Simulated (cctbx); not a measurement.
**A crystallographic session in cctbx: Cr2Mo**

Library: cctbx 2025.11. The data are simulated by the first script.

## 1. Simulate the data

run.py:

```python
from cctbx import adptbx, crystal, miller, sgtbx, xray
from cctbx.array_family import flex
from iotbx.shelx import hklf
from scitbx import matrix
import scitbx.random

cs = crystal.symmetry(unit_cell=(4.942, 4.942, 8.11, 90, 90, 120), space_group_symbol='Hall: -P 6c 2c')  # P6_3/mmc
atoms = [  # label, site, U (iso, or U11 U22 U33 U12 U13 U23 in A^2), occupancy
    ("Mo1", (2/3, 1/3, 0.9321), (0.0095, 0.0095, 0.0109, 0.0048, 0.0000, 0.0000), 1),
    ("Cr1", (0, 0, 0.5), (0.0163, 0.0163, 0.0107, 0.0082, 0.0000, 0.0000), 1),
    ("Cr2", (0.6764, 0.8382, 0.75), (0.0127, 0.0122, 0.0101, 0.0064, 0.0000, 0.0000), 1),
]
xs = xray.structure(crystal_symmetry=cs)
for label, site, u, occ in atoms:
    u = adptbx.u_cif_as_u_star(cs.unit_cell(), u) if isinstance(u, tuple) else u
    xs.add_scatterer(xray.scatterer(label, site=site, u=u, occupancy=occ))
xs.set_inelastic_form_factors(0.71073, "sasaki")
xs.show_summary()
p1 = xs.expand_to_p1()
ms = miller.build_set(p1, anomalous_flag=True, d_min=0.8)
flex.set_random_seed(191706)
scitbx.random.set_random_seed(191706)
ms = ms.select(flex.random_double(ms.size()) < 0.5)
i = ms.structure_factors_from_scatterers(p1, algorithm="direct").f_calc().as_intensity_array().data()
i = i * 20000 / flex.max(i)
sig = flex.sqrt(i + flex.pow2(0.015 * i) + 4 ** 2)
noise = scitbx.random.variate(scitbx.random.normal_distribution())(i.size())
data = ms.array(data=i + sig * noise, sigmas=sig).set_observation_type_xray_intensity()
with open("data.hkl", "w") as f:
    data.export_as_shelx_hklf(f)
print("reflections written:", data.size(), " <I/sigma> = %.1f" % flex.mean(data.data() / data.sigmas()))
for h, a, b in list(data.sort("data"))[:12]:
    print("%4d%4d%4d %9.1f %7.1f" % (h + (a, b)))
```

```console
$ python run.py
```

```text
Number of scatterers: 3
At special positions: 3
Unit cell: (4.942, 4.942, 8.11, 90, 90, 120)
Space group: P 63/m m c (No. 194)
reflections written: 676  <I/sigma> = 22.9
   4  -2   0   20728.5   331.7
   2   2   0   19699.8   331.7
   2  -4   0   19549.2   331.7
  -4   2   0   19410.7   331.7
  -2   1   2   14729.9   249.8
   2  -1   2   14697.1   249.8
  -2   1  -2   14594.4   249.8
  -1   2  -2   14518.7   249.8
  -1   2   2   14486.3   249.8
   1   1   2   14402.3   249.8
   1   0  -3   12087.2   206.3
  -1   0  -3   11919.2   206.3
```

Run time: 0.35 s on 1 thread of Arm Neoverse N1, on a shared host, peak memory 0.07 GiB.

## 2. Symmetry

run.py:

```python
from cctbx import crystal, sgtbx, statistics
from cctbx.array_family import flex
from iotbx.shelx import hklf

p1 = crystal.symmetry(unit_cell=(4.942, 4.942, 8.11, 90, 90, 120), space_group_symbol="P 1")
raw = hklf.reader(file_name="data.hkl").as_miller_arrays(crystal_symmetry=p1, anomalous=True)[0]
print(raw.size(), "reflections to d = %.3f A" % raw.d_min())
isig = raw.data() / raw.sigmas()
print("centring   violations  <I/sigma> of those")
best = "P"
for c in "ABCIRF":
    a = raw.customized_copy(space_group_info=sgtbx.space_group_info("Hall: %s 1" % c)).sys_absent_flags().data()
    m = flex.mean(isig.select(a))
    print("%5s %10d of %5d %8.1f" % (c, (isig.select(a) > 4).count(True), a.count(True), m))
    if (isig.select(a) > 4).count(True) < 0.01 * a.count(True):
        best = c
raw = raw.select(~raw.customized_copy(space_group_info=sgtbx.space_group_info("Hall: %s 1" % best)).sys_absent_flags().data())
isig = raw.data() / raw.sigmas()
rows = []
for s in sgtbx.space_group_symbol_iterator():
    g = sgtbx.space_group(s)
    if g.conventional_centring_type_symbol() != best or not g.is_compatible_unit_cell(p1.unit_cell(), 1e-3, 0.02):
        continue
    rows.append((s, g))
print("Laue class    unique    Rint  (classes that these axes allow; Friedel mates merged)")
rint = {}
for s, g in rows:
    laue = g.build_derived_patterson_group()
    key = laue.type().hall_symbol()
    if key not in rint:
        m = raw.customized_copy(space_group_info=laue.info(), anomalous_flag=False).merge_equivalents()
        rint[key] = m.r_int()
        print("%-14s %6d %7.3f" % (laue.type().lookup_symbol(), m.array().size(), m.r_int()))
floor = min(rint.values())
good = [(s, g) for s, g in rows if rint[g.build_derived_patterson_group().type().hall_symbol()] < 2 * floor + 0.03]
top = max(g.build_derived_patterson_group().order_z() for s, g in good)
print("space group    extra absences  I>4sigma  <I/sigma>")
for s, g in good:
    laue = g.build_derived_patterson_group()
    if laue.order_z() != top:
        continue
    a = raw.customized_copy(space_group_info=g.info()).sys_absent_flags().data()
    a &= ~raw.customized_copy(space_group_info=laue.info()).sys_absent_flags().data()
    bad = (isig.select(a) > 4).count(True)
    if bad <= 0.03 * a.count(True):
        print("%-16s %8d %10d %9s  %s" % (s.universal_hermann_mauguin(), a.count(True), bad, "%.1f" % flex.mean(isig.select(a)) if a.count(True) else "-", "centric" if g.is_centric() else "acentric"))
laue = max(good, key=lambda t: t[1].build_derived_patterson_group().order_z())[1].build_derived_patterson_group()
f = raw.customized_copy(space_group_info=laue.info(), anomalous_flag=False).merge_equivalents().array().eliminate_sys_absent().f_sq_as_f()
f.set_observation_type_xray_amplitude()
bins = max(3, min(8, f.size() // 12))
f.setup_binner(n_bins=bins)
w = statistics.wilson_plot(f, {e: n / laue.order_z() for e, n in {'Mo': 4.0, 'Cr': 8.0}.items()}, e_statistics=True)
print("Wilson B = %.2f A^2   <|E^2-1|> = %.3f (0.968 centric, 0.736 acentric)   E^2>4: %.1f %%" % (w.wilson_b, w.mean_e_sq_minus_1, w.percent_e_sq_gt_2))
print("shell (A)         n   <I/sigma>")
m = raw.customized_copy(space_group_info=laue.info(), anomalous_flag=False).merge_equivalents().array().eliminate_sys_absent()
for b in m.setup_binner(n_bins=bins).range_used():
    sel = m.binner().selection(b)
    print("%5.2f - %4.2f %6d %8.1f" % (min(m.binner().bin_d_range(b)[0] if m.binner().bin_d_range(b)[0] > 0 else 99, 99), m.binner().bin_d_range(b)[1], sel.count(True), flex.mean((m.data() / m.sigmas()).select(sel))))
```

```console
$ python run.py
```

```text
676 reflections to d = 0.805 A
centring   violations  <I/sigma> of those
    A        272 of   338     23.0
    B        280 of   345     22.8
    C        280 of   345     21.2
    I        279 of   339     23.8
    R        365 of   455     22.7
    F        416 of   514     22.3
Laue class    unique    Rint  (classes that these axes allow; Friedel mates merged)
P -1              511   0.015
P 1 1 2/m         336   0.015
P -3              228   0.016
P -3 1 m          142   0.017
P -3 m 1          158   0.017
P 6/m             128   0.017
P 6/m m m          98   0.018
space group    extra absences  I>4sigma  <I/sigma>
P 6 2 2                 0          0         -  acentric
P 63 2 2                4          0       0.6  acentric
P 6 m m                 0          0         -  acentric
P 63 m c               71          0       0.3  acentric
P -6 m 2                0          0         -  acentric
P -6 2 m                0          0         -  acentric
P -6 2 c               71          0       0.3  acentric
P 6/m m m               0          0         -  centric
P 63/m m c             71          0       0.3  centric
Wilson B = 0.92 A^2   <|E^2-1|> = 0.856 (0.968 centric, 0.736 acentric)   E^2>4: 0.0 %
shell (A)         n   <I/sigma>
 8.11 - 1.61     18     49.3
 1.61 - 1.28     12     66.0
 1.28 - 1.12     15     36.4
 1.12 - 1.01     10     62.8
 1.01 - 0.94     10     40.0
 0.94 - 0.89     10     89.8
 0.89 - 0.84      9     33.0
 0.84 - 0.80     14     55.8
```

Time: 0.39 s.

## 3. Charge flipping

run.py:

```python
import itertools
from cctbx import crystal, maptbx
from cctbx.array_family import flex
from iotbx.shelx import hklf
from smtbx.ab_initio import charge_flipping as cf

cs = crystal.symmetry(unit_cell=(4.942, 4.942, 8.11, 90, 90, 120), space_group_symbol='Hall: -P 6c 2c')  # P6_3/mmc
raw = hklf.reader(file_name="data.hkl").as_miller_arrays(crystal_symmetry=cs, anomalous=True)[0]
merged = raw.eliminate_sys_absent().merge_equivalents()
fo2 = merged.array().set_observation_type_xray_intensity()
f = fo2.average_bijvoet_mates().f_sq_as_f().resolution_filter(d_min=0.9)
p1 = f.expand_to_p1()
work = p1
flex.set_random_seed(78302)
it = cf.weak_reflection_improved_iterator(delta=None, weak_reflection_fraction=0.2)
it.start(work, phases=flex.random_double(p1.size()) * 6.2832, f_000=0)
it.delta = 0.9 * it.rho_map.sigma()
print("cycle      R  skewness")
for n, st in enumerate(itertools.islice(it, 300)):
    if n % 25 == 0:
        print("%5d %6.3f %8.2f" % (n, st.r1_factor(), st.rho_map.skewness()))
rho = p1.phase_transfer(it.f_calc).fft_map().apply_volume_scaling()
polish = cf.low_density_elimination_iterator(constant_rho_c=rho.sigma())
polish.start(f_obs=p1, phases=it.f_calc, f_000=0)
for _ in range(8):
    next(polish)
print("origin shift          correlation  skewness")
maps = []
for fc, shift, cc in itertools.islice(cf.f_calc_symmetrisations(f, polish.f_calc, 0), 4):
    m = f.phase_transfer(fc).fft_map(symmetry_flags=maptbx.use_space_group_symmetry, resolution_factor=0.25).apply_sigma_scaling()
    maps.append((m.skewness(), cc, m))
    print("%6.3f %6.3f %6.3f %10.3f %9.2f" % (tuple(shift) + (cc, m.skewness())))
skew, cc, m = max((t for t in maps if t[1] > maps[0][1] - 0.04), key=lambda t: t[0])
print("taken: symmetry correlation %.3f, skewness %.2f" % (cc, skew))
peaks = m.peak_search(parameters=maptbx.peak_search_parameters(min_distance_sym_equiv=0.9, max_clusters=8)).all()
sps = cs.special_position_settings(min_distance_sym_equiv=0.5)
print("peak      x       y       z  mult  height/sigma")
for k, (x, h) in enumerate(zip(peaks.sites(), peaks.heights())):
    ss = sps.site_symmetry(x)
    print("Q%-3d %7.4f %7.4f %7.4f %4d %8.1f" % ((k + 1,) + tuple(t % 1 for t in ss.exact_site()) + (ss.multiplicity(), h)))
```

```console
$ python run.py
```

```text
cycle      R  skewness
    0  0.636     0.28
   25  0.303     3.23
   50  0.274     3.07
   75  0.287     3.19
  100  0.276     3.17
  125  0.268     3.08
  150  0.298     3.16
  175  0.281     2.99
  200  0.275     3.05
  225  0.270     3.00
  250  0.268     3.09
  275  0.288     3.08
origin shift          correlation  skewness
 0.393  0.779  0.376      0.943      5.00
 0.385  0.794  0.203      0.906      4.08
 0.057  0.071  0.348      0.904      3.61
-0.061  0.801  0.160      0.896      0.63
taken: symmetry correlation 0.943, skewness 5.00
peak      x       y       z  mult  height/sigma
Q1    0.3333  0.6667  0.7500    2     15.9
Q2    0.3333  0.6667  0.1086    4      4.6
Q3    0.0000  0.0000  0.2500    2      4.2
Q4    0.1684  0.3368  0.0622   12      3.5
Q5    0.0000  0.0000  0.0000    2      2.0
Q6    0.0000  0.0000  0.1389    4      2.0
Q7    0.1323  0.2645  0.2500    6      1.4
Q8    0.0000  0.5000  0.0000    6      1.1
```

Time: 0.59 s.

## 4. Refinement (model from the peaks)

run.py:

```python
import math
from cctbx import adptbx, crystal, maptbx, sgtbx, xray
from cctbx.array_family import flex
from cctbx.xray import observations
from iotbx.shelx import hklf
from scitbx.lstbx import normal_eqns_solving
from smtbx import absolute_structure, utils
from smtbx.refinement import constraints, least_squares

cs = crystal.symmetry(unit_cell=(4.942, 4.942, 8.11, 90, 90, 120), space_group_symbol='Hall: -P 6c 2c')  # P6_3/mmc
atoms = [  # label, site, U (iso, or U11 U22 U33 U12 U13 U23 in A^2), occupancy
    ("Mo1", (0.3333, 0.6667, 0.75), 0.0200, 1),
    ("Cr1", (0.3333, 0.6667, 0.1086), 0.0200, 1),
    ("Cr2", (0, 0, 0.25), 0.0200, 1),
]
xs = xray.structure(crystal_symmetry=cs)
for label, site, u, occ in atoms:
    u = adptbx.u_cif_as_u_star(cs.unit_cell(), u) if isinstance(u, tuple) else u
    xs.add_scatterer(xray.scatterer(label, site=site, u=u, occupancy=occ))
xs.set_inelastic_form_factors(0.71073, "sasaki")
raw = hklf.reader(file_name="data.hkl").as_miller_arrays(crystal_symmetry=cs, anomalous=True)[0]
merged = raw.eliminate_sys_absent().merge_equivalents()
fo2 = merged.array().set_observation_type_xray_intensity()
print("Rint %.3f, %d unique reflections to %.2f A" % (merged.r_int(), fo2.size(), fo2.d_min()))
for sc in xs.scatterers():
    sc.flags.set_grad_site(True)
    sc.flags.set_grad_u_aniso(sc.flags.use_u_aniso())
    sc.flags.set_grad_u_iso(sc.flags.use_u_iso())
obs = fo2.as_xray_observations()
extra = {}
rep = constraints.reparametrisation(xs, [], utils.connectivity_table(xs), **extra)
ls = least_squares.crystallographic_ls(obs, rep, weighting_scheme=least_squares.mainstream_shelx_weighting(a=0, b=0))
print("cycle     R1     wR2    GooF  max shift (A)")
for cycle in range(6):
    ls.build_up()
    r1, wr2, goof = ls.r1_factor(cutoff_factor=2)[0], ls.wR2(), ls.goof()
    old = xs.sites_cart()
    normal_eqns_solving.levenberg_marquardt_iterations(ls, n_max_iterations=3, tau=0.0001, step_threshold=1e-7)
    big = flex.max((xs.sites_cart() - old).norms())
    print("%4d %7.4f %7.4f %7.3f %9.5f" % (cycle + 1, r1, wr2, goof, big))
    ls.build_up(objective_only=True)
    if abs(ls.wR2() - wr2) < 5e-5 and big < 5e-4:
        break
ls.build_up()
print("final R1 %.4f wR2 %.4f GooF %.3f  parameters %d  data/parameter %.1f" % (ls.r1_factor(cutoff_factor=2)[0], ls.wR2(), ls.goof(), ls.n_parameters, fo2.size() / ls.n_parameters))
cov = ls.covariance_matrix_and_annotations()
su = dict(zip(cov.annotations, (math.sqrt(max(v, 0)) for v in cov.matrix.matrix_packed_u_diagonal())))
a2 = cs.unit_cell().reciprocal_parameters()[0] ** -2
print("atom        x        y        z      Ueq    occ   su(xyz)  su(Uiso or U11)")
for sc in xs.scatterers():
    s = max(su.get(sc.label + k, 0) for k in (".x", ".y", ".z"))
    npd = "" if sc.is_positive_definite_u(cs.unit_cell()) else "  NPD"
    print("%-5s %8.5f %8.5f %8.5f %8.4f %6.3f %8.5f %7.4f%s" % ((sc.label,) + sc.site + (sc.u_iso_or_equiv(cs.unit_cell()), sc.occupancy, s, su.get(sc.label + ".uiso", su.get(sc.label + ".u11", 0) * a2), npd)))
fo = fo2.f_sq_as_f()
fc = fo.structure_factors_from_scatterers(xs, algorithm="direct").f_calc()
diff = fo.f_obs_minus_f_calc(1 / math.sqrt(ls.scale_factor()), fc).average_bijvoet_mates()
m = diff.fft_map(symmetry_flags=maptbx.use_space_group_symmetry, resolution_factor=0.25).apply_volume_scaling()
print("difference map: max %.2f min %.2f rms %.2f" % (m.statistics().max(), m.statistics().min(), m.statistics().sigma()))
peaks = m.peak_search(parameters=maptbx.peak_search_parameters(min_distance_sym_equiv=0.6, max_clusters=5)).all()
near = xs.closest_distances(peaks.sites(), distance_cutoff=4)
sps = cs.special_position_settings(min_distance_sym_equiv=0.5)
for k, (x, h) in enumerate(zip(peaks.sites(), peaks.heights())):
    ss = sps.site_symmetry(x)
    print("Q%-3d %7.4f %7.4f %7.4f %4d %7.2f  %.2f A from %s" % ((k + 1,) + tuple(t % 1 for t in ss.exact_site()) + (ss.multiplicity(), h, near.smallest_distances[k], xs.scatterers()[near.i_seqs[k]].label)))
```

```console
$ python run.py
```

```text
Rint 0.018, 85 unique reflections to 0.80 A
cycle     R1     wR2    GooF  max shift (A)
   1  0.8176  0.9734  75.396   0.20546
   2  0.7741  0.9538  73.880   0.00025
final R1 0.7740 wR2 0.9538 GooF 73.879  parameters 4  data/parameter 21.2
atom        x        y        z      Ueq    occ   su(xyz)  su(Uiso or U11)
Mo1    0.33333  0.66667  0.75000   0.0001  1.000  0.00000  0.0277
Cr1    0.33333  0.66667  0.13390   0.0001  1.000  0.02019  0.0326
Cr2    0.00000  0.00000  0.25000   0.0001  1.000  0.00000  0.0538
difference map: max 341.93 min -105.99 rms 26.01
Q1    0.3333  0.6667  0.7500    2  363.13  0.00 A from Mo1
Q2    0.0000  0.0000  0.2500    2  213.60  0.00 A from Cr2
Q3    0.1637  0.3273  0.0557   12  125.98  1.58 A from Cr1
Q4    0.3333  0.6667  0.1394    4  116.34  0.04 A from Cr1
Q5    0.0000  0.0000  0.0716    4   57.33  1.45 A from Cr2
```

Time: 0.53 s.

Figures of merit this high mean that the model is still wrong or incomplete.

## 5. Charge flipping

run.py, as its changes from the last script of this kind:

```diff
@@ -13,2 +13,3 @@
-work = p1
-flex.set_random_seed(78302)
+p1.setup_binner_counting_sorted(reflections_per_bin=max(40, p1.size() // 12))
+work = p1.array(data=p1.data() / p1.amplitude_quasi_normalisations().data())
+flex.set_random_seed(78303)
@@ -19,2 +20,2 @@
-for n, st in enumerate(itertools.islice(it, 300)):
-    if n % 25 == 0:
+for n, st in enumerate(itertools.islice(it, 600)):
+    if n % 50 == 0:
```

```console
$ python run.py
```

```text
cycle      R  skewness
    0  0.645     0.23
   50  0.426     2.29
  100  0.441     2.29
  150  0.447     2.45
  200  0.439     2.50
  250  0.436     2.35
  300  0.433     2.45
  350  0.434     2.59
  400  0.442     2.53
  450  0.441     2.43
  500  0.464     2.27
  550  0.454     2.35
origin shift          correlation  skewness
 0.041  0.784  0.268      0.935      3.87
 0.342  0.430  0.290      0.905      2.57
 0.446  0.781  0.191      0.883     -0.08
 0.099  0.793  0.079      0.862      3.65
taken: symmetry correlation 0.935, skewness 3.87
peak      x       y       z  mult  height/sigma
Q1    0.3333  0.6667  0.0658    4     10.4
Q2    0.1650  0.3300  0.7500    6      7.4
Q3    0.0000  0.0000  0.0000    2      4.5
Q4    0.0834  0.1668  0.1635   12      1.4
Q5    0.1703  0.5852  0.6784   12      1.3
Q6    0.2479  0.4958  0.1797   12      1.1
Q7    0.1738  0.3476  0.0644   12      1.0
Q8    0.0383  0.5191  0.1027   12      0.6
```

Time: 0.65 s.

## 6. Refinement (model from the peaks)

run.py, as its changes from the last script of this kind:

```diff
@@ -12,3 +12,3 @@
-    ("Mo1", (0.3333, 0.6667, 0.75), 0.0200, 1),
-    ("Cr1", (0.3333, 0.6667, 0.1086), 0.0200, 1),
-    ("Cr2", (0, 0, 0.25), 0.0200, 1),
+    ("Mo1", (0.3333, 0.6667, 0.0658), 0.0200, 1),
+    ("Cr1", (0.165, 0.33, 0.75), 0.0200, 1),
+    ("Cr2", (0, 0, 0), 0.0200, 1),
```

```console
$ python run.py
```

```text
Rint 0.018, 85 unique reflections to 0.80 A
cycle     R1     wR2    GooF  max shift (A)
   1  0.1071  0.2043  15.920   0.02694
   2  0.0127  0.0264   2.057   0.00000
final R1 0.0127 wR2 0.0264 GooF 2.057  parameters 5  data/parameter 17.0
atom        x        y        z      Ueq    occ   su(xyz)  su(Uiso or U11)
Mo1    0.33333  0.66667  0.06793   0.0101  1.000  0.00006  0.0002
Cr1    0.16185  0.32370  0.75000   0.0118  1.000  0.00019  0.0002
Cr2    0.00000  0.00000  0.00000   0.0143  1.000  0.00000  0.0003
difference map: max 0.65 min -1.12 rms 0.12
Q1    0.3333  0.6667  0.1386    4    0.71  0.57 A from Mo1
Q2    0.0000  0.0000  0.0000    2    0.54  0.00 A from Cr2
Q3    0.2163  0.4327  0.7500    6    0.47  0.47 A from Cr1
Q4    0.3333  0.6667  0.0150    4    0.46  0.43 A from Mo1
Q5    0.3333  0.6667  0.6953    4    0.32  1.53 A from Cr1
```

Run time: 1.2 s on 1 thread of Arm Neoverse N1, with other jobs on the host, peak memory 0.09 GiB.

[Logs are printed without paths, hosts, clocks, repeated set-up lines and the standing remarks that a program may print on its own settings, such as how far it seeks lower states.]
